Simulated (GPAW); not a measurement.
## InPd: optical spectrum from first principles

Aim: the dielectric function of InPd, and the optical constants that follow from it.

Main program and level: GPAW 26.7.0; DFT, PBE, plane-wave PAW (GPAW data sets), scalar-relativistic, RPA, optical limit.

**1. Starting point**

Symmetry: Pm-3m, No. 221, cubic system. Conventional cell: a = 3.272 Å, b = 3.272 Å, c = 3.272 Å, α = 90.00°, β = 90.00°, γ = 90.00°. Nearest to In lie 8 Pd at 2.83 Å. Nearest to Pd lie 8 In at 2.83 Å. Farther neighbours are not listed.

**2. Ground state**

First the ground state: is it a metal or has it a gap?

This step: DFT, PBE, plane-wave PAW (GPAW data sets), scalar-relativistic, ground state (GPAW 26.7.0).

File gs.py:

```python
from ase import Atoms
from ase.dft.bandgap import bandgap
from gpaw import GPAW, PW, FermiDirac

atoms = Atoms(['In', 'Pd'],
              cell=[[3.271884780000, 0.000000000000, 0.000000000000],
                    [0.000000000000, 3.271884780000, 0.000000000000],
                    [0.000000000000, 0.000000000000, 3.271884780000]],
              scaled_positions=[[0.000000000000, 0.000000000000, 0.000000000000],
                                [0.500000000000, 0.500000000000, 0.500000000000]],
              pbc=[True, True, True])
atoms.calc = GPAW(mode=PW(500), xc='PBE', kpts={'size': (7, 7, 7), 'gamma': True},
                  occupations=FermiDirac(0.05), maxiter=150, txt='gs.txt')
print('energy (eV)', atoms.get_potential_energy())
print('Fermi level (eV)', atoms.calc.get_fermi_level())
print('valence electrons', atoms.calc.get_number_of_electrons())
print('gap (eV)', bandgap(atoms.calc, output=None)[0])
print('direct gap (eV)', bandgap(atoms.calc, direct=True, output=None)[0])
atoms.calc.write('gs.gpw')
```

On the command line:

```bash
$ OMP_NUM_THREADS=1 python gs.py
```

Numbers of over 12 decimals in the logs are rounded to 6 here.

Output:

```text
__  _  _
 | _ |_)|_||  |
 |__||  | ||/\| - 26.7.0

Versions:
  Python: 3.12.14
  ASE:    3.29.0
  Numpy:  2.5.5
  Scipy:  1.18.1
  Libxc:  7.0.0

Input parameters:
  mode=PW(ecut=500.0),
  kpts=MonkhorstPack(size=(7, 7, 7), gamma=True),
  maxiter=150,
  occupations=Occupations(name='fermi-dirac', width=0.05, fixmagmom=False),
  xc=XC(name='PBE')

Diagonalizing LCAO Hamiltonian
Converting LCAO to pw mode
   .-------.
  /|       |
 * |       |
 | |  Pd   |
 | .-------.
 |/       /
 In------*

Atoms  # Å, Bohr magnetons
|   | symbol |        x |        y |        z |    initial magnetic moments |
| 0 |     In | 0.000000 | 0.000000 | 0.000000 | ( 0.0000,  0.0000,  0.0000) |
| 1 |     Pd | 1.635942 | 1.635942 | 1.635942 | ( 0.0000,  0.0000,  0.0000) |

Unit cell  # Å
| periodic |        x |        y |        z |  lengths |    angles |
|      yes | 3.271885 | 0.000000 | 0.000000 | 3.271885 | 90.000000 |
|      yes | 0.000000 | 3.271885 | 0.000000 | 3.271885 | 90.000000 |
|      yes | 0.000000 | 0.000000 | 3.271885 | 3.271885 | 90.000000 |

Number of symmetries: 48
Symmetry operations  # r_c * U_cc + t_c -> r_c
|    | kind |            matrix            |
|  0 |  E   |  1, 0, 0,  0, 1, 0,  0, 0, 1 |
|  1 |  σ   |  1, 0, 0,  0, 1, 0,  0, 0,-1 |
|  2 |  σ   |  1, 0, 0,  0, 0, 1,  0, 1, 0 |
|  3 |  C4  |  1, 0, 0,  0, 0, 1,  0,-1, 0 |
|  4 |  C4  |  1, 0, 0,  0, 0,-1,  0, 1, 0 |
|  5 |  σ   |  1, 0, 0,  0, 0,-1,  0,-1, 0 |
|  6 |  σ   |  1, 0, 0,  0,-1, 0,  0, 0, 1 |
|  7 |  C2  |  1, 0, 0,  0,-1, 0,  0, 0,-1 |
|  8 |  σ   |  0, 1, 0,  1, 0, 0,  0, 0, 1 |
|  9 |  C2  |  0, 1, 0,  1, 0, 0,  0, 0,-1 |
| 10 |  C3  |  0, 1, 0,  0, 0, 1,  1, 0, 0 |
| 11 |  S6  |  0, 1, 0,  0, 0, 1, -1, 0, 0 |
| 12 |  S6  |  0, 1, 0,  0, 0,-1,  1, 0, 0 |
| 13 |  C3  |  0, 1, 0,  0, 0,-1, -1, 0, 0 |
| 14 |  C4  |  0, 1, 0, -1, 0, 0,  0, 0, 1 |
| 15 |  S4  |  0, 1, 0, -1, 0, 0,  0, 0,-1 |
| 16 |  C3  |  0, 0, 1,  1, 0, 0,  0, 1, 0 |
| 17 |  S6  |  0, 0, 1,  1, 0, 0,  0,-1, 0 |
| 18 |  σ   |  0, 0, 1,  0, 1, 0,  1, 0, 0 |
| 19 |  C4  |  0, 0, 1,  0, 1, 0, -1, 0, 0 |
| 20 |  C2  |  0, 0, 1,  0,-1, 0,  1, 0, 0 |
| 21 |  S4  |  0, 0, 1,  0,-1, 0, -1, 0, 0 |
| 22 |  S6  |  0, 0, 1, -1, 0, 0,  0, 1, 0 |
| 23 |  C3  |  0, 0, 1, -1, 0, 0,  0,-1, 0 |
| 24 |  S6  |  0, 0,-1,  1, 0, 0,  0, 1, 0 |
| 25 |  C3  |  0, 0,-1,  1, 0, 0,  0,-1, 0 |
| 26 |  C4  |  0, 0,-1,  0, 1, 0,  1, 0, 0 |
| 27 |  σ   |  0, 0,-1,  0, 1, 0, -1, 0, 0 |
| 28 |  S4  |  0, 0,-1,  0,-1, 0,  1, 0, 0 |
| 29 |  C2  |  0, 0,-1,  0,-1, 0, -1, 0, 0 |
| 30 |  C3  |  0, 0,-1, -1, 0, 0,  0, 1, 0 |
| 31 |  S6  |  0, 0,-1, -1, 0, 0,  0,-1, 0 |
| 32 |  C4  |  0,-1, 0,  1, 0, 0,  0, 0, 1 |
| 33 |  S4  |  0,-1, 0,  1, 0, 0,  0, 0,-1 |
| 34 |  S6  |  0,-1, 0,  0, 0, 1,  1, 0, 0 |
| 35 |  C3  |  0,-1, 0,  0, 0, 1, -1, 0, 0 |
| 36 |  C3  |  0,-1, 0,  0, 0,-1,  1, 0, 0 |
| 37 |  S6  |  0,-1, 0,  0, 0,-1, -1, 0, 0 |
| 38 |  σ   |  0,-1, 0, -1, 0, 0,  0, 0, 1 |
| 39 |  C2  |  0,-1, 0, -1, 0, 0,  0, 0,-1 |
| 40 |  σ   | -1, 0, 0,  0, 1, 0,  0, 0, 1 |
| 41 |  C2  | -1, 0, 0,  0, 1, 0,  0, 0,-1 |
| 42 |  C2  | -1, 0, 0,  0, 0, 1,  0, 1, 0 |
| 43 |  S4  | -1, 0, 0,  0, 0, 1,  0,-1, 0 |
| 44 |  S4  | -1, 0, 0,  0, 0,-1,  0, 1, 0 |
| 45 |  C2  | -1, 0, 0,  0, 0,-1,  0,-1, 0 |
| 46 |  C2  | -1, 0, 0,  0,-1, 0,  0, 0, 1 |
| 47 |  i   | -1, 0, 0,  0,-1, 0,  0, 0,-1 |

BZ-sampling:
  Number of BZ points: 343
  Number of IBZ points: 20

  Monkhorst-Pack size: [7, 7, 7]
  Monkhorst-Pack shift: [0, 0, 0]

K-points  # in reciprocal-cell coordinates
|     |                                coordinates |     weight |
|   0 | (  0.00000000,   0.00000000,   0.00000000) | 0.00291545 |
|   1 | (  0.14285714,   0.00000000,   0.00000000) | 0.01749271 |
|   2 | (  0.14285714,   0.14285714,   0.00000000) | 0.03498542 |
|   3 | (  0.14285714,   0.14285714,   0.14285714) | 0.02332362 |
|   4 | (  0.28571429,   0.00000000,   0.00000000) | 0.01749271 |
|   5 | (  0.28571429,   0.14285714,   0.00000000) | 0.06997085 |
|   6 | (  0.28571429,   0.14285714,   0.14285714) | 0.06997085 |
|   7 | (  0.28571429,   0.28571429,   0.00000000) | 0.03498542 |
|   8 | (  0.28571429,   0.28571429,   0.14285714) | 0.06997085 |
|   9 | (  0.28571429,   0.28571429,   0.28571429) | 0.02332362 |
| ... |                                            |            |
|  19 | (  0.42857143,   0.42857143,   0.42857143) | 0.02332362 |

Plane wave coefficients: 904
Cutoff: 500.0 eV

Spin-components: 1 (collinear spins)
Bands:           21
Projectors:      12
Spin-degeneracy: 2
Datatype:        complex128

Parallelization:
  kpt:    1
  domain: 1
  band:   1

Density:
  Valence electrons: 29.0
  Components: 1
  Grid points: [18 18 18]
  Charge: 0.0  # |e|

Potential:
  Grid points: [18 18 18]

species:
  In:
    name:    Indium
    id:
    Z:       49.0
    valence: 13
    core:    36
    charge:  0.0  # [|e|]
    compensation charges:
      type: gauss
      rc: 0.36  # [Å]
      lmax: 2
    cutoffs:
      filter: 2.09  # [Å]
      core: 2.48  # [Å]
    projectors
    | kind |    occ | energy [eV] | rcut [Å] |
    |   5s |  2.000 |      -8.203 |    1.185 |
    |   5p |  1.000 |      -2.521 |    1.244 |
    |   4d | 10.000 |     -18.629 |    1.148 |
    |    s |        |      19.008 |    1.185 |
    |    p |        |      24.691 |    1.244 |
    |    d |        |       8.583 |    1.148 |

    Using partial waves for In as LCAO basis

  Pd:
    name:    Palladium
    id:
    Z:       46.0
    valence: 16
    core:    30
    charge:  0.0  # [|e|]
    compensation charges:
      type: gauss
      rc: 0.38  # [Å]
      lmax: 2
    cutoffs:
      filter: 2.38  # [Å]
      core: 2.28  # [Å]
    projectors
    | kind |    occ | energy [eV] | rcut [Å] |
    |   5s |  0.000 |      -3.315 |    1.228 |
    |   4p |  6.000 |     -51.209 |    1.360 |
    |   5p |  0.000 |      -0.314 |    1.360 |
    |   4d | 10.000 |      -4.047 |    1.228 |
    |    s |        |      23.896 |    1.228 |
    |    d |        |      23.165 |    1.228 |

    Using partial waves for Pd as LCAO basis

Reference energy: -297202.910378  # eV

eigensolver:
  PPCG
  Converge bands: occupied
  niter=2

density mixing:
  MSR1-Mixer
  Pratt-step length: 0.05
  Maximum mixing coefficient: 0.75
  Old densities: 10
  SVD Regularization: 0.005
  Good broyden scale: 1.0
  Trust region scale: 1.0
  Backstep threshold: 4.0
  History deletion threshold: 6.0
  Fourier metric: weight=20.0, sigma=0.015

occupation numbers:
  Fermi-Dirac:
    width: 0.0500  # eV

poisson solver:
  ecut: 4000.0  # eV

xc functional:
  name: PBE with 2 nearest neighbor stencil

convergence criteria:
- Maximum [total energy] change in last 3 cyles: 0.0005 eV / valence electron
- Maximum integral of absolute [dens]ity change: 0.0001 electrons / valence electron
- Maximum integral of absolute [eigenst]ate change: 4e-08 eV^2 / valence electron
maximum number of iterations: 150

SCF iterations
|iter     |      energy | eigst |  dens |
|iter:   1||   -9.246893 | +0.35 |       |
|iter:   2||   -8.663788 | -1.72 | -1.05 |
|iter:   3||   -7.664045 | -0.91 | -1.13 |
|iter:   4||   -7.642350 | -2.72 | -1.76 |
|iter:   5||   -7.630869 | -2.85 | -1.89 |
|iter:   6||   -7.630558c| -4.15 | -2.61 |
|iter:   7||   -7.630561c| -6.30 | -3.75 |
|iter:   8||   -7.630561c| -6.74 | -4.11c|
|iter:   9||   -7.630561c| -7.66c| -4.80c|

Converged in 9 steps
SCF loop duration: 5.524 s (0.614 s/step)
Energy contributions relative to reference atoms: (reference = -297202.910378)

Energy contributions:
  Kinetic:          14.152072
  Coulomb:         -15.969262
  Zero:             -0.010158
  External:          0.000000
  Xc:               -5.799374
  Entropy:          -0.007679
  Spinorbit:         0.000000
  ----------------------------
  Free energy:      -7.634401
  Extrapolated:     -7.630561

dipole moment: (-10.971707, -10.971707, -10.971707)  # |e|*Ang

Fermi level: 10.164
Eigenvalues  # (at kpt = [0.000, 0.000, 0.000])
| band index |      eig [eV] | occ [0-2] |
|          0 |       -40.363 |     2.000 |
|        ... |               |           |
|          6 |        -4.498 |     2.000 |
|          7 |        -4.498 |     2.000 |
|          8 |        -0.104 |     2.000 |
|          9 |         6.133 |     2.000 |
|         10 |         6.133 |     2.000 |
|         11 |         7.683 |     2.000 |
|         12 |         7.683 |     2.000 |
|         13 |         7.683 |     2.000 |
|         14 |        14.156 |     0.000 |
|         15 |        14.156 |     0.000 |
|         16 |        14.156 |     0.000 |
|         17 |        19.413 |     0.000 |
|         18 |        20.521 |     0.000 |
|         19 |        20.521 |     0.000 |
|         20 |        31.371 |     0.000 |

No gap
No difference between direct/indirect transitions

--- standard output ---
energy (eV) -7.630561
Fermi level (eV) 10.163839
valence electrons 29.0
gap (eV) 0.0
direct gap (eV) 0.0
```

Run time: 7.1 s. Hardware: 1 thread of Arm Neoverse V2, shared host; peak memory 0.14 GiB.

This step gave:

* energy: -7.631 eV
* Fermi energy: 10.16 eV
* electrons: 29

There are states at the Fermi level within the smearing, so the occupations stay smeared and the carriers get a Drude term.

**3. Bands for the response**

At the fixed density, many empty bands are solved on the mesh of the response, since the spectrum sums over them.

This step: DFT, PBE, plane-wave PAW (GPAW data sets), scalar-relativistic, bands at fixed density (GPAW 26.7.0).

File nscf.py:

```python
from ase.dft.bandgap import bandgap
from gpaw import GPAW, FermiDirac

calc = GPAW('gs.gpw').fixed_density(kpts={'size': (13, 13, 13), 'gamma': True}, nbands=40, convergence={'bands': 34},
                                    occupations=FermiDirac(0.05), txt='nscf.txt')
print('gap (eV)', bandgap(calc, output=None)[0])
print('direct gap (eV)', bandgap(calc, direct=True, output=None)[0])
print('top band over the Fermi level (eV)', min(calc.get_eigenvalues(kpt=k)[33] for k in range(len(calc.get_ibz_k_points()))) - calc.get_fermi_level())
calc.write('full.gpw', mode='all')
```

On the command line:

```bash
$ OMP_NUM_THREADS=1 python nscf.py
```

Output:

```text
Diagonalizing LCAO Hamiltonian
Converting LCAO to pw mode
convergence criteria:
- Maximum integral of absolute [eigenst]ate change: 4e-08 eV^2 / valence electron
maximum number of iterations: 150

SCF iterations
|iter     |      energy | eigst |  dens |
|iter:   1||             | +3.23 |       |
|iter:   2||             | +1.65 |       |
|iter:   3||             | +0.66 |       |
|iter:   4||             | -0.09 |       |
|iter:   5||             | -0.39 |       |
|iter:   6||             | -0.42 |       |
|iter:   7||             | -0.34 |       |
|iter:   8||             | -0.53 |       |
|iter:   9||             | -1.06 |       |
|iter:  10||             | -1.76 |       |
|iter:  11||             | -2.02 |       |
|iter:  12||             | -2.97 |       |
|iter:  13||             | -3.58 |       |
|iter:  14||             | -4.07 |       |
|iter:  15||             | -4.51 |       |
|iter:  16||             | -4.93 |       |
|iter:  17||             | -5.34 |       |
|iter:  18||             | -5.75 |       |
|iter:  19||             | -6.15 |       |
|iter:  20||             | -6.56 |       |
|iter:  21||             | -6.92 |       |
|iter:  22||             | -7.26 |       |
|iter:  23||             | -7.52c|       |
SCF steps: 23
  __  _  _
 | _ |_)|_||  |
 |__||  | ||/\| - 26.7.0

Versions:
  Python: 3.12.14
  ASE:    3.29.0
  Numpy:  2.5.5
  Scipy:  1.18.1
  Libxc:  7.0.0

Input parameters:
  mode=PW(ecut=500.0),
  convergence={'bands': 34},
  gpts=array([18, 18, 18]),
  kpts=MonkhorstPack(size=(13, 13, 13), gamma=True),
  maxiter=150,
  nbands=40,
  occupations=Occupations(name='fermi-dirac', width=0.05, fixmagmom=False),
  parallel={},
  xc=XC(name='PBE')

--- standard output ---
gap (eV) 0.0
direct gap (eV) 0.0
top band over the Fermi level (eV) 29.588884
```

Elapsed: 1.7 min, on 1 thread; peak memory 0.21 GiB.

[end of part 1 of 2]

[Machine, clock and banner lines and Python warnings are left out of the logs.]

[Logs are printed without paths, hosts, clocks, repeated set-up lines and the standing remarks that a program may print on its own settings, such as how far it seeks lower states.]

[Hosts, paths, dates, database ids (printed as entryN), source tags and the programs' standing remarks are cut or masked in the printed files.]
